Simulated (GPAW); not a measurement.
Records of electronic-structure calculations. Some values are withheld and marked by numbers in brackets.

```cif
data_mg3tes2
_symmetry_space_group_name_H-M 'P-3m1'
_symmetry_Int_Tables_number 164
_cell_length_a 3.8012
_cell_length_b 3.8012
_cell_length_c 9.2994
_cell_angle_alpha 90.000
_cell_angle_beta 90.000
_cell_angle_gamma 120.000
_cell_volume 116.37
loop_
_atom_site_label
_atom_site_type_symbol
_atom_site_symmetry_multiplicity
_atom_site_Wyckoff_symbol
_atom_site_fract_x
_atom_site_fract_y
_atom_site_fract_z
_atom_site_occupancy
S1 S 2 d 0.66667 0.33333 0.65432 1
Mg1 Mg 1 b 0.00000 0.00000 0.50000 1
Mg2 Mg 2 d 0.66667 0.33333 0.19172 1
Te1 Te 1 a 0.00000 0.00000 0.00000 1
_calc_subject 'Quasiparticle gap of Mg3TeS2 (ordered alloy, started on the rocksalt lattice) (P-3m1) in GPAW'
_calc_method 'DFT, LDA, plane waves, PAW (and 1 further level or step)'
_calc_program 'GPAW 26.7.0'
_calc_settings_of_one_run 'cutoff 550 eV, GPAW PAW setups 1.2.1 data release, 6×6×2 k-mesh'
_calc_notes 'The structure was built from a prototype and need not be the compound’s stable phase. The start is a generated structure, not a measured one. The structure type comes from a generator and need not be one that this composition takes. Limits: no spin-orbit coupling. Only 2 of the mesh’s irreducible points were corrected, so a valley elsewhere could overtake. Bands and cutoff are finite, so the gap is not at the basis limit. The miss can reach some tenths of an eV and take either sign; the mesh is an error of its own. The 3×3×2 mesh is coarse for this cell, which bears on the long-range parts of exchange and screening.'
_calc_lda_gap '[2]'
_calc_g0w0_gap_on_the_mesh '2.02 eV'
_calc_g0w0_gap_over_the_zone_rigid_shift '[1]'
_calc_gw_settings '3×3×2 mesh, 182 bands, screening to 78 eV, Godby-Needs plasmon pole'
_calc_known_limits 'not at the basis limit; no spin-orbit coupling; coarse k mesh'
```

```cif
data_mg3tes2
_symmetry_space_group_name_H-M 'P-3m1'
_symmetry_Int_Tables_number 164
_cell_length_a 3.8012
_cell_length_b 3.8012
_cell_length_c 9.2994
_cell_angle_alpha 90.000
_cell_angle_beta 90.000
_cell_angle_gamma 120.000
_cell_volume 116.37
loop_
_atom_site_label
_atom_site_type_symbol
_atom_site_symmetry_multiplicity
_atom_site_Wyckoff_symbol
_atom_site_fract_x
_atom_site_fract_y
_atom_site_fract_z
_atom_site_occupancy
S1 S 2 d 0.66667 0.33333 0.65432 1
Mg1 Mg 1 b 0.00000 0.00000 0.50000 1
Mg2 Mg 2 d 0.66667 0.33333 0.19172 1
Te1 Te 1 a 0.00000 0.00000 0.00000 1
_calc_subject 'A GW chain in GPAW: Mg3TeS2 (ordered alloy, started on the rocksalt lattice) (P-3m1)'
_calc_method 'DFT, LDA, plane waves, PAW (and 1 further level or step)'
_calc_program 'GPAW 26.7.0'
_calc_settings_of_one_run 'cutoff 450 eV, GPAW PAW setups 1.2.1 data release, 3×3×2 k-mesh, nbands 148'
_calc_cost '3 runs, 36 s in all on 8 MPI ranks of Arm Neoverse V1, shared host (the runs of this entry)'
_calc_notes 'The structure was built from a prototype and need not be the compound’s stable phase. The structure was relaxed with LDA. The structure type comes from a generator and need not be one that this composition takes. Limits: no spin-orbit coupling. Only 2 of the mesh’s irreducible points were corrected, so a valley elsewhere could overtake. Bands and cutoff are finite, so the gap is not at the basis limit. The miss can reach some tenths of an eV and take either sign; the mesh is an error of its own. The 3×3×2 mesh is coarse for this cell, which bears on the long-range parts of exchange and screening.'
_calc_lda_gap '0.17 eV, indirect'
_calc_g0w0_gap_on_the_mesh '1.98 eV'
_calc_g0w0_gap_over_the_zone_rigid_shift '1.13 eV'
_calc_gw_settings '3×3×2 mesh, 138 bands, screening to 65 eV, Godby-Needs plasmon pole'
_calc_known_limits 'not at the basis limit; no spin-orbit coupling; coarse k mesh'
```

Q: Give the missing entries.

[1] G0W0 gap over the zone (rigid shift) (Mg3TeS2 (ordered alloy, started on the rocksalt lattice)): 1.17 eV. The mesh misses the band edges by 0.85 eV in all; a rigid shift gives 1.17 eV for the zone.
[2] LDA gap (Mg3TeS2 (ordered alloy, started on the rocksalt lattice)): 0.17 eV, indirect. A denser mesh or path gives a starting gap of 0.17 eV: the GW mesh misses a band edge, so its gaps are not the fundamental one.

[Paths, hosts, dates, memory and timing lines, banners, echoed tables and standing remarks are left out of the program output.]

[Logs are printed without paths, hosts, clocks, repeated set-up lines and the standing remarks that a program may print on its own settings, such as how far it seeks lower states.]

[Runs of the session that timed out or met a known fault of the program may be left out.]

[Hosts, paths, dates, database ids (printed as entryN), source tags and the programs' standing remarks are cut or masked in the printed files.]
